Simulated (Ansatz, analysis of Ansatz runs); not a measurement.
## Li2SnF6 (P-31m), nudged elastic band: H transfer from F to F (q = 0)

Aim: the barrier of one jump in Li2SnF6 (P-31m) at charge 0: H transfer from F to F. The model is a cell of 72 host atoms with 1 H put in; H is the atom that moves.

Main program and level: Ansatz 0.2.0; plane-wave PAW DFT, PBEsol; relaxation of all atoms of a defect supercell.

### Step 1. The structure

The cell holds 73 atoms: 16 Li, 8 Sn, 48 F and 1 H. Its edges and angles: a = 9.926 Å, b = 9.926 Å, c = 9.129 Å, α = 90.0°, β = 90.0°, γ = 120.0°. It derives from Li2SnF6 (space group P-31m). Nearest the centre at fractional (0.418, 0.582, 0.750): H73 at 0.40 Å, F33 at 1.39 Å, F72 at 1.39 Å, Li28 at 1.45 Å, F14 at 2.43 Å, F67 at 2.43 Å, Li65 at 2.48 Å, Li11 at 2.48 Å.

The cell's shortest repeat is 9.1 Å.

### Step 2. Relaxation of the start point, charge 0

A barrier is counted from a minimum, so both ends are relaxed first. Small random displacements break the symmetry of the ideal sites, so that the defect can distort if it gains by it. The cell holds an odd number of electrons, so the run is spin-polarised with the moment held at 1 μB.

q0_M1.start/input.yaml reads:

```yaml
crystal:
  lattice:
    - [9.92600377, 6.0e-08, 0.0]
    - [-4.96300194, 8.5961714, 0.0]
    - [0.0, 0.0, 9.1294056]
  atoms:
    - { symbol: Li, position: [0.33333333, 0.16666667, 0.25] }
    - { symbol: Li, position: [0.16666667, 0.33333333, 0.25] }
    - { symbol: Sn, position: [0.0, 0.0, 0.0] }
    - { symbol: F, position: [0.16302591, 0.16302591, 0.12665251] }
    - { symbol: F, position: [0.33697409, 0.33697409, 0.37334749] }
    - { symbol: F, position: [0.33697409, 0.0, 0.12665251] }
    - { symbol: F, position: [0.16302591, 0.0, 0.37334749] }
    - { symbol: F, position: [0.0, 0.33697409, 0.12665251] }
    - { symbol: F, position: [0.0, 0.16302591, 0.37334749] }
    - { symbol: Li, position: [0.33333333, 0.16666667, 0.75] }
    - { symbol: Li, position: [0.16666667, 0.33333333, 0.75] }
    - { symbol: Sn, position: [0.0, 0.0, 0.5] }
    - { symbol: F, position: [0.16302591, 0.16302591, 0.62665251] }
    - { symbol: F, position: [0.33697409, 0.33697409, 0.87334749] }
    - { symbol: F, position: [0.33697409, 0.0, 0.62665251] }
    - { symbol: F, position: [0.16302591, 0.0, 0.87334749] }
    - { symbol: F, position: [0.0, 0.33697409, 0.62665251] }
    - { symbol: F, position: [0.0, 0.16302591, 0.87334749] }
    - { symbol: Li, position: [0.33333333, 0.66666667, 0.25] }
    - { symbol: Li, position: [0.16666667, 0.83333333, 0.25] }
    - { symbol: Sn, position: [0.0, 0.5, 0.0] }
    - { symbol: F, position: [0.16302591, 0.66302591, 0.12665251] }
    - { symbol: F, position: [0.33697409, 0.83697409, 0.37334749] }
    - { symbol: F, position: [0.33697409, 0.5, 0.12665251] }
    - { symbol: F, position: [0.16302591, 0.5, 0.37334749] }
    - { symbol: F, position: [0.0, 0.83697409, 0.12665251] }
    - { symbol: F, position: [0.0, 0.66302591, 0.37334749] }
    - { symbol: Li, position: [0.33333333, 0.66666667, 0.75] }
    - { symbol: Li, position: [0.16666667, 0.83333333, 0.75] }
    - { symbol: Sn, position: [0.0, 0.5, 0.5] }
    - { symbol: F, position: [0.16302591, 0.66302591, 0.62665251] }
    - { symbol: F, position: [0.33697409, 0.83697409, 0.87334749] }
    - { symbol: F, position: [0.33697409, 0.5, 0.62665251] }
    - { symbol: F, position: [0.16302591, 0.5, 0.87334749] }
    - { symbol: F, position: [0.0, 0.83697409, 0.62665251] }
    - { symbol: F, position: [0.0, 0.66302591, 0.87334749] }
    - { symbol: Li, position: [0.83333333, 0.16666667, 0.25] }
    - { symbol: Li, position: [0.66666667, 0.33333333, 0.25] }
    - { symbol: Sn, position: [0.5, 0.0, 0.0] }
    - { symbol: F, position: [0.66302591, 0.16302591, 0.12665251] }
    - { symbol: F, position: [0.83697409, 0.33697409, 0.37334749] }
    - { symbol: F, position: [0.83697409, 0.0, 0.12665251] }
    - { symbol: F, position: [0.66302591, 0.0, 0.37334749] }
    - { symbol: F, position: [0.5, 0.33697409, 0.12665251] }
    - { symbol: F, position: [0.5, 0.16302591, 0.37334749] }
    - { symbol: Li, position: [0.83333333, 0.16666667, 0.75] }
    - { symbol: Li, position: [0.66666667, 0.33333333, 0.75] }
    - { symbol: Sn, position: [0.5, 0.0, 0.5] }
    - { symbol: F, position: [0.66302591, 0.16302591, 0.62665251] }
    - { symbol: F, position: [0.83697409, 0.33697409, 0.87334749] }
    - { symbol: F, position: [0.83697409, 0.0, 0.62665251] }
    - { symbol: F, position: [0.66302591, 0.0, 0.87334749] }
    - { symbol: F, position: [0.5, 0.33697409, 0.62665251] }
    - { symbol: F, position: [0.5, 0.16302591, 0.87334749] }
    - { symbol: Li, position: [0.83333333, 0.66666667, 0.25] }
    - { symbol: Li, position: [0.66666667, 0.83333333, 0.25] }
    - { symbol: Sn, position: [0.5, 0.5, 0.0] }
    - { symbol: F, position: [0.66302591, 0.66302591, 0.12665251] }
    - { symbol: F, position: [0.83697409, 0.83697409, 0.37334749] }
    - { symbol: F, position: [0.83697409, 0.5, 0.12665251] }
    - { symbol: F, position: [0.66302591, 0.5, 0.37334749] }
    - { symbol: F, position: [0.5, 0.83697409, 0.12665251] }
    - { symbol: F, position: [0.5, 0.66302591, 0.37334749] }
    - { symbol: Li, position: [0.83333333, 0.66666667, 0.75] }
    - { symbol: Li, position: [0.66666667, 0.83333333, 0.75] }
    - { symbol: Sn, position: [0.5, 0.5, 0.5] }
    - { symbol: F, position: [0.66302591, 0.66302591, 0.62665251] }
    - { symbol: F, position: [0.83697409, 0.83697409, 0.87334749] }
    - { symbol: F, position: [0.83697409, 0.5, 0.62665251] }
    - { symbol: F, position: [0.66302591, 0.5, 0.87334749] }
    - { symbol: F, position: [0.5, 0.83697409, 0.62665251] }
    - { symbol: F, position: [0.5, 0.66302591, 0.87334749] }
    - { symbol: H, position: [0.394126, 0.558671, 0.714863] }
basis:
  ecutwfc: 420
  xc_grid: 2
hamiltonian:
  xc: pbesol
kpoints:
  mp_grid: { grid: [1, 1, 1], shift: [0.25, 0.25, 0.25] }
magnetization:
  spin_polarized: true
  initial_magnetization: 1
  spin_locking: { lock_magnetization: hard }
scf:
  occupations: { method: fixed }
  max_iter: 100
output:
  forces: true
relax:
  f_tol: 0.02
  max_steps: 70
  random_displacement: { amplitude: 0.03, seed: 9147 }
```

The run is started by

```bash
> ansatz run input.yaml --threads 4 --pin off --max-ram 14131MiB --backend cpu --events-out ev --progress --plain --runs-dir out
```

Numbers of over 12 decimals in the logs are rounded to 6 here.

The log of the run:

```text
[... repeated set-up lines and file paths are left out, and long positions are rounded to six places ...]
The last accepted step is kept in <dir> (removed where the run ends without a failure and the disk answers)
Engine: ansatz 0.2.0, aarch64-unknown-linux-gnu
Pseudopotentials: kind: paw
Pseudopotential: Li, paw, valence charge 3, recommended cutoff 420 eV (normal), Li.paw.azcp
Pseudopotential: Sn, paw, valence charge 14, recommended cutoff 420 eV (normal), Sn.paw.azcp
Pseudopotential: F, paw, valence charge 7, recommended cutoff 420 eV (normal), F.paw.azcp
Pseudopotential: H, paw, valence charge 1, recommended cutoff 420 eV (normal), H.paw.azcp
Functional definition: PBEsol
  exchange = pbesol_x
  correlation = pbesol_c
Crystal: 73 atoms, lattice volume = 778.972 Å³
Basis set: ecut = 420 eV, 15259 PW (Γ), exchange–correlation on 144×144×128 points (8 copies of the dense FFT grid, shifted against one another)
Bands: 322, of which v1, the nominal top of the filled ones, is band 249 counted from 1 (248 counted from 0)
Symmetry: 1 space group operations
k-points: 1
Non-local potential: Li, projectors of the file, l = 0: 3, l = 1: 2, l = 2: 1
Non-local potential: Sn, projectors of the file, l = 0: 2, l = 1: 2, l = 2: 2, l = 3: 2
Non-local potential: F, projectors of the file, l = 0: 2, l = 1: 2, l = 2: 1
Non-local potential: H, projectors of the file, l = 0: 2, l = 1: 1
PAW form: soft (Blöchl's): semilocal exchange-correlation on the pseudo side does not see the compensation charge
PAW frozen core: Sn, regenerated for the run's functional, and the local potential with it (the file was generated under x = pbe(κ = 0.804, μ = 0.219515), c = pbe(β = 0.066725))
PAW frozen core: F, regenerated for the run's functional, and the local potential with it (the file was generated under x = pbe(κ = 0.804, μ = 0.219515), c = pbe(β = 0.066725))
PAW one-centre angular grid: Li, 110 points (default); XC on 64 Gauss nodes
PAW one-centre angular grid: Sn, 590 points (default); XC on 64 Gauss nodes
PAW one-centre angular grid: F, 110 points (default); XC on 64 Gauss nodes
PAW one-centre angular grid: H, 110 points (default); XC on 64 Gauss nodes
Initial density: superposition of atomic densities (chi_scale 0.1, normalization cell, long waves kept (reshape's long-wave potential 0.14 eV rms))
Starting moments: Σ|m| = 1 μB on 73 of 73 sites
Initial wavefunctions: pseudopotential atomic-orbital guess
Functional: x = pbesol(κ = 0.804, μ = 0.123457), c = pbesol(β = 0.046)
SCF iter   1: F=—  HF=-89362.481876 eV  |F-HF|=—  |Δ(HF+E_count)|=         —  Δρ=4.63e-2 (↑4.43e-2 ↓4.63e-2)  dr2=4.45e1  dr2_m=3.69e-2  M=1.000 μB ∫|m|=1.050 μB  β_m=0.30  ethr=3.10e-3  ⟨swp⟩=4.0  Hψ=2290  notcnv=0  defer=138
preconditioner: auto → Resta (q_TF=auto, 2.531 Å⁻¹)  ε∞=3.1  [insulator: Δε(μ)=0.265 eV  Ē_g=18.019 eV  n_scr=210 (ndim 8)  ℏωp=26.0 eV  f_vac=0.006  ε∞_Penn≈3.1]
spin=Collinear: Resta preconditioning applied to the charge; magnetization (m = ρ↑ − ρ↓) channel mixes plain (no charge-response kernel on spin).
SCF iter   2: F=—  HF=-89351.168461 eV  |F-HF|=—  |Δ(HF+E_count)|=    1.13e1  Δρ=2.95e-2 (↑2.80e-2 ↓2.95e-2)  dr2=1.89e1  dr2_m=3.01e-2  M=1.000 μB ∫|m|=1.059 μB  β_m=0.55  ethr=3.10e-3  ⟨swp⟩=2.0  Hψ=1142  notcnv=0  defer=132
SCF iter   3: F=—  HF=-89342.943705 eV  |F-HF|=—  |Δ(HF+E_count)|=    8.22e0  Δρ=6.56e-3 (↑6.44e-3 ↓6.56e-3)  dr2=1.24e0  dr2_m=1.60e-3  M=1.000 μB ∫|m|=1.081 μB  β_m=0.59  ethr=3.10e-3  ⟨swp⟩=2.5  Hψ=1064  notcnv=0  defer=139
SCF iter   4: F=—  HF=-89342.479163 eV  |F-HF|=—  |Δ(HF+E_count)|=   4.65e-1  Δρ=2.16e-3 (↑2.16e-3 ↓1.81e-3)  dr2=1.46e-1  dr2_m=2.40e-3  M=1.000 μB ∫|m|=1.083 μB  β_m=0.68  ethr=2.49e-4  ⟨swp⟩=2.0  Hψ=1044  notcnv=0  defer=137
SCF iter   5: F=—  HF=-89342.487192 eV  |F-HF|=—  |Δ(HF+E_count)|=   8.03e-3  Δρ=1.56e-3 (↑1.56e-3 ↓8.69e-4)  dr2=4.29e-2  dr2_m=2.10e-3  M=1.000 μB ∫|m|=1.085 μB  β_m=0.65  ethr=2.93e-5  ⟨swp⟩=2.0  Hψ=983  notcnv=0  defer=143
SCF iter   6: F=—  HF=-89342.487337 eV  |F-HF|=—  |Δ(HF+E_count)|=   1.45e-4  Δρ=5.38e-4 (↑5.38e-4 ↓3.99e-4)  dr2=6.62e-3  dr2_m=1.48e-4  M=1.000 μB ∫|m|=1.085 μB  β_m=0.72  ethr=8.64e-6  ⟨swp⟩=2.0  Hψ=962  notcnv=0  defer=143
SCF iter   7: F=—  HF=-89342.489428 eV  |F-HF|=—  |Δ(HF+E_count)|=   2.09e-3  Δρ=1.27e-4 (↑1.27e-4 ↓1.27e-4)  dr2=4.80e-4  dr2_m=1.74e-6  M=1.000 μB ∫|m|=1.085 μB  β_m=0.75  ethr=1.33e-6  ⟨swp⟩=2.0  Hψ=1123  notcnv=0  defer=143
SCF iter   8: F=—  HF=-89342.489768 eV  |F-HF|=—  |Δ(HF+E_count)|=   3.40e-4  Δρ=6.43e-5 (↑6.43e-5 ↓6.08e-5)  dr2=8.35e-5  dr2_m=2.85e-7  M=1.000 μB ∫|m|=1.085 μB  β_m=0.69  ethr=9.65e-8  ⟨swp⟩=2.0  Hψ=979  notcnv=0  defer=143
SCF iter   9: F=-89342.489808 eV  HF=-89342.489803 eV  |F-HF|=4.71e-6  |Δ(HF+E_count)|=   3.55e-5  Δρ=1.26e-5 (↑1.26e-5 ↓1.22e-5)  dr2=3.65e-6  dr2_m=1.37e-8  M=1.000 μB ∫|m|=1.085 μB  ethr=2.01e-9  ⟨swp⟩=3.0  Hψ=1921  notcnv=0
SCF 1 converged in 9 iterations: F = -89342.489808 eV  dr2 = 3.65e-6
  greatest PAW one-centre occupation: 1.000 electrons in one spin orbital (limit 2), on the Li atom at site 27 (counted from 0), in its partial waves of l = 0
relax step   1: F+E_penalty+E_count = -89342.48980794 eV  Δ(F+E_penalty+E_count) = +0.000e0 eV  max|allowed force component| = 3.248e0 eV/Å  Δτ_max = 0.0000 Å  (9 SCF iters, dr2 threshold 1.00e-5 eV, accepted)
[... the SCF cycles and remarks between the steps are left out from here to the last step ...]
relax step   2: F+E_penalty+E_count = -89344.19469395 eV  Δ(F+E_penalty+E_count) = -1.705e0 eV  max|allowed force component| = 1.370e0 eV/Å  Δτ_max = 0.1506 Å  (8 SCF iters, dr2 threshold 1.00e-4 eV, accepted)
relax step   3: F+E_penalty+E_count = -89345.00391886 eV  Δ(F+E_penalty+E_count) = -8.092e-1 eV  max|allowed force component| = 8.493e-1 eV/Å  Δτ_max = 0.1981 Å  (7 SCF iters, dr2 threshold 1.00e-4 eV, accepted)
relax step   4: F+E_penalty+E_count = -89345.17787809 eV  Δ(F+E_penalty+E_count) = -1.740e-1 eV  max|allowed force component| = 3.790e-1 eV/Å  Δτ_max = 0.0730 Å  (5 SCF iters, dr2 threshold 1.00e-4 eV, accepted)
relax step   5: F+E_penalty+E_count = -89345.22953414 eV  Δ(F+E_penalty+E_count) = -5.166e-2 eV  max|allowed force component| = 2.019e-1 eV/Å  Δτ_max = 0.0412 Å  (5 SCF iters, dr2 threshold 2.86e-5 eV, accepted)
relax step   6: F+E_penalty+E_count = -89345.24571813 eV  Δ(F+E_penalty+E_count) = -1.618e-2 eV  max|allowed force component| = 7.183e-2 eV/Å  Δτ_max = 0.0338 Å  (5 SCF iters, dr2 threshold 8.12e-6 eV, accepted)
relax step   7: F+E_penalty+E_count = -89345.25290269 eV  Δ(F+E_penalty+E_count) = -7.185e-3 eV  max|allowed force component| = 1.172e-1 eV/Å  Δτ_max = 0.0373 Å  (7 SCF iters, dr2 threshold 6.53e-7 eV, accepted)
relax step   8: F+E_penalty+E_count = -89345.25577342 eV  Δ(F+E_penalty+E_count) = -2.871e-3 eV  max|allowed force component| = 7.471e-2 eV/Å  Δτ_max = 0.0325 Å  (6 SCF iters, dr2 threshold 1.74e-6 eV, accepted)
relax step   9: F+E_penalty+E_count = -89345.24759764 eV  Δ(F+E_penalty+E_count) = +8.176e-3 eV  max|allowed force component| = 1.470e-1 eV/Å  Δτ_max = 0.0324 Å  (6 SCF iters, dr2 threshold 2.27e-6 eV, rejected (line search))
relax step  10: F+E_penalty+E_count = -89345.25668249 eV  Δ(F+E_penalty+E_count) = -9.091e-4 eV  max|allowed force component| = 2.401e-2 eV/Å  Δτ_max = 0.0157 Å  (8 SCF iters, accepted)
relax step  11: F+E_penalty+E_count = -89345.25306576 eV  Δ(F+E_penalty+E_count) = +3.617e-3 eV  max|allowed force component| = 7.658e-2 eV/Å  Δτ_max = 0.0116 Å  (7 SCF iters, rejected (line search))
SCF iter   1: F=—  HF=-89345.257580 eV  |F-HF|=—  |Δ(HF+E_count)|=         —  Δρ=5.17e-4 (↑5.00e-4 ↓5.17e-4)  dr2=2.55e-3  dr2_m=1.64e-5  M=1.000 μB ∫|m|=1.104 μB  β_m=0.30  ethr=7.14e-6  ⟨swp⟩=3.0  Hψ=1153  notcnv=0  defer=143
SCF iter   2: F=—  HF=-89345.257207 eV  |F-HF|=—  |Δ(HF+E_count)|=   3.73e-4  Δρ=3.45e-4 (↑3.32e-4 ↓3.45e-4)  dr2=1.06e-3  dr2_m=8.20e-6  M=1.000 μB ∫|m|=1.104 μB  β_m=0.55  ethr=5.12e-7  ⟨swp⟩=2.0  Hψ=805  notcnv=0  defer=143
SCF iter   3: F=—  HF=-89345.257084 eV  |F-HF|=—  |Δ(HF+E_count)|=   1.23e-4  Δρ=6.40e-5 (↑6.00e-5 ↓6.40e-5)  dr2=5.11e-5  dr2_m=4.45e-7  M=1.000 μB ∫|m|=1.104 μB  β_m=0.59  ethr=2.12e-7  ⟨swp⟩=2.0  Hψ=881  notcnv=0  defer=132
SCF iter   4: F=—  HF=-89345.256857 eV  |F-HF|=—  |Δ(HF+E_count)|=   2.27e-4  Δρ=2.05e-5 (↑1.90e-5 ↓2.05e-5)  dr2=8.60e-6  dr2_m=5.37e-8  M=1.000 μB ∫|m|=1.104 μB  β_m=0.65  ethr=1.03e-8  ⟨swp⟩=2.5  Hψ=1006  notcnv=0  defer=132
SCF iter   5: F=—  HF=-89345.256857 eV  |F-HF|=—  |Δ(HF+E_count)|=   2.77e-7  Δρ=6.81e-6 (↑6.81e-6 ↓6.47e-6)  dr2=1.10e-6  dr2_m=6.55e-9  M=1.000 μB ∫|m|=1.104 μB  β_m=0.67  ethr=1.73e-9  ⟨swp⟩=3.0  Hψ=1057  notcnv=0  defer=132
SCF iter   6: F=—  HF=-89345.256857 eV  |F-HF|=—  |Δ(HF+E_count)|=   3.79e-8  Δρ=2.98e-6 (↑2.77e-6 ↓2.98e-6)  dr2=1.56e-7  dr2_m=1.04e-9  M=1.000 μB ∫|m|=1.104 μB  β_m=0.68  ethr=2.22e-10  ⟨swp⟩=3.0  Hψ=1090  notcnv=0  defer=132
SCF iter   7: F=-89345.256857 eV  HF=-89345.256857 eV  |F-HF|=6.33e-9  |Δ(HF+E_count)|=   4.26e-8  Δρ=1.06e-6 (↑1.05e-6 ↓1.06e-6)  dr2=1.98e-8  dr2_m=9.77e-11  M=1.000 μB ∫|m|=1.104 μB  ethr=2.01e-11  ⟨swp⟩=4.0  Hψ=1908  notcnv=0
SCF 12 converged in 7 iterations: F = -89345.256857 eV  dr2 = 1.98e-8
relax step  12: F+E_penalty+E_count = -89345.25685706 eV  Δ(F+E_penalty+E_count) = -1.746e-4 eV  max|allowed force component| = 1.148e-2 eV/Å  Δτ_max = 0.0052 Å  (7 SCF iters, accepted)
SCF converged after 7 iterations
Stability checked in part: among states of this total moment the steps that led to this state did not find it unstable. No probe was made; neither looks for a lower state of another moment (fixed_total_moment; see scf.lower_state_search)
Magnetization: 1.0000 μB (249.0000 up, 248.0000 down)
Absolute magnetization: 1.0387 μB (∫|ρ↑−ρ↓|, with the PAW one-centre terms)
Spin contamination: 0.0006 ħ² per cell (⟨S²⟩ above its minimum at these occupations)
Per-site moments (μB) at R_I (Å): [(0.000804769, 0.782470), (0.000712005, 0.787498), (0.000265763, 0.815738), [... 70 left out ...]
Free energy (F): -89345.256857 eV
Harris-Foulkes:  -89345.256857 eV  (|F-HF|=6.33e-9)
Internal energy: -89345.256857 eV  (E = F + TS)
E sigma→0 (E₀):  -89345.256857 eV
Fermi energy:    6.166173 (↑ 6.166173, ↓ 2.166844) eV
--- Per-component energies (eV) ---
  E_band       = -4180.183915
  E_kinetic    = 11787.804546
  E_local      = -37311.596704  (includes V_loc(G=0)·N_el)
  E_nonlocal   = 2800.839057
  E_hartree    = 15367.111819
  E_xc         = -6960.333860
  E_vxc        = -5848.246400  (∫ρ·V_xc dr)
  E_paw        = -42234.827181  (= ΣΔE_a)
  E_vpaw       = -6343.305041  (= ΣTr[D̂ρ^β])
  E_aug_tail   = 0.098547  (compensation charges beyond the density's cutoff)
  E_ewald      = -32798.669046
  E_core_change = 4.315965  (= ΣΔE_core)
  E_smearing   = -0.000000  (= −TS)
  E_closure    = -0.000000  (closes the sum)
  Σ components = -89345.256857   (vs F -89345.256857, Δ=0.00e0)
--- Forces (eV/Å), atoms counted from 1 ---
  atom   1  Li    -0.00138949     0.00134567     0.00204611
  atom   2  Li     0.00307988     0.00027535     0.00229501
  [... 8 atoms left out ...]
  atom  11  Li     0.00190073     0.00099319     0.00066015
  [... 2 atoms left out ...]
  atom  14  F     -0.00307334    -0.00277599     0.00208284
  [... 13 atoms left out ...]
  atom  28  Li     0.00290460    -0.00065689     0.00208346
  [... 4 atoms left out ...]
  atom  33  F     -0.01147510    -0.00414797    -0.00837617
  atom  34  F      0.00032039    -0.00110119    -0.00120527
  [... 30 atoms left out ...]
  atom  65  Li     0.00114917    -0.00256309     0.00024595
  [... 1 atom left out ...]
  atom  67  F      0.00095919     0.00358162     0.00077685
  [... 3 atoms left out ...]
  atom  71  F     -0.00064051    -0.00030606    -0.00170425
  atom  72  F     -0.00041769     0.00729768     0.00524602
  atom  73  H      0.00389862     0.00317328     0.00687724
  max |Σ_I F_I| component: 3.66e-5 eV/Å
--- Relaxed structure (12 steps of the walk, 10 accepted, 0 SCFs on fresh bases) ---
  F+E_penalty+E_count = -89345.25685706 eV   max|allowed force component| = 1.148e-2 eV/Å
  atoms:
    - { symbol: Li, position: [0.329733, 0.161755, 0.253271] }
    - { symbol: Li, position: [0.167840, 0.332263, 0.251245] }
    [... 8 atoms left out ...]
    - { symbol: Li, position: [0.155150, 0.325947, 0.758293] }
    [... 2 atoms left out ...]
    - { symbol: F, position: [0.337298, 0.334298, 0.877229] }
    [... 13 atoms left out ...]
    - { symbol: Li, position: [0.309734, 0.687708, 0.746958] }
    [... 4 atoms left out ...]
    - { symbol: F, position: [0.337739, 0.515125, 0.666542] }
    - { symbol: F, position: [0.162917, 0.504863, 0.873860] }
    [... 30 atoms left out ...]
    - { symbol: Li, position: [0.673969, 0.839056, 0.738599] }
    [... 1 atom left out ...]
    - { symbol: F, position: [0.671445, 0.671225, 0.632542] }
    [... 3 atoms left out ...]
    - { symbol: F, position: [0.494474, 0.835418, 0.628966] }
    - { symbol: F, position: [0.495108, 0.645739, 0.864291] }
    - { symbol: H, position: [0.416819, 0.562123, 0.752609] }
```

Elapsed: 5.4 min, on 4 threads of Arm Neoverse V1, shared host; peak memory 2.4 GiB.

Step by step:

| step | energy less that of the first step (eV) | largest force component (eV/Å) |
| --- | --- | --- |
| 1 | 0.0000 | 3.2483 |
| 2 | -1.7049 | 1.3698 |
| 3 | -2.5141 | 0.8493 |
| 4 | -2.6881 | 0.3790 |
| 5 | -2.7397 | 0.2019 |
| 6 | -2.7559 | 0.0718 |
| 7 | -2.7631 | 0.1172 |
| 8 | -2.7660 | 0.0747 |
| 9 | -2.7578 | 0.1470 |
| 10 | -2.7669 | 0.0240 |
| 11 | -2.7633 | 0.0766 |
| 12 | -2.7670 | 0.0115 |

Relaxation steps 9, 11 were tried and not accepted.

The atoms that moved most (Å, from the sites as typed, ahead of the random displacement):

| atom | dx | dy | dz | length |
| --- | --- | --- | --- | --- |
| H73 | 0.207 | 0.030 | 0.345 | 0.403 |
| F33 | -0.068 | 0.131 | 0.364 | 0.393 |
| Li28 | -0.339 | 0.181 | -0.028 | 0.386 |
| F61 | 0.201 | -0.001 | -0.132 | 0.241 |
| Sn66 | 0.143 | -0.021 | -0.138 | 0.199 |
| F72 | 0.036 | -0.148 | -0.083 | 0.173 |
| F5 | -0.030 | -0.107 | -0.117 | 0.162 |
| Sn57 | 0.074 | -0.093 | 0.075 | 0.141 |

Neighbours of H73 at the end:

| atom | distance (Å) |
| --- | --- |
| F33 | 1.042 |
| F72 | 1.299 |
| Li28 | 2.003 |
| F14 | 2.290 |
| F67 | 2.455 |
| Li11 | 2.481 |
| F34 | 2.543 |
| Li65 | 2.659 |
| F71 | 2.671 |
| Sn57 | 2.702 |

Among the atoms that came to bonding distance: F72–H73 1.30 Å (from 1.78).

Numbers from this step:

```
free energy                                                                                       : -89345.2569 eV
total moment                                                                                      : 1 μB
integral of the absolute spin density                                                             : 1.039 μB
spin contamination                                                                                : 6.11e-4
r.m.s. move of the farther half of the atoms                                                      : 0.02907 Å
largest move from the ideal geometry of this structure, a common shift of the far atoms taken out : 0.4040 Å
```

The relaxation gained 2.767 eV and ended with a largest force component of 0.011 eV/Å.

(Part 1 of 2 ends here.)

[Logs are printed without paths, hosts, clocks, repeated set-up lines and the standing remarks that a program may print on its own settings, such as how far it seeks lower states.]

[Hosts, paths, dates, database ids (printed as entryN), source tags and the programs' standing remarks are cut or masked in the printed files.]
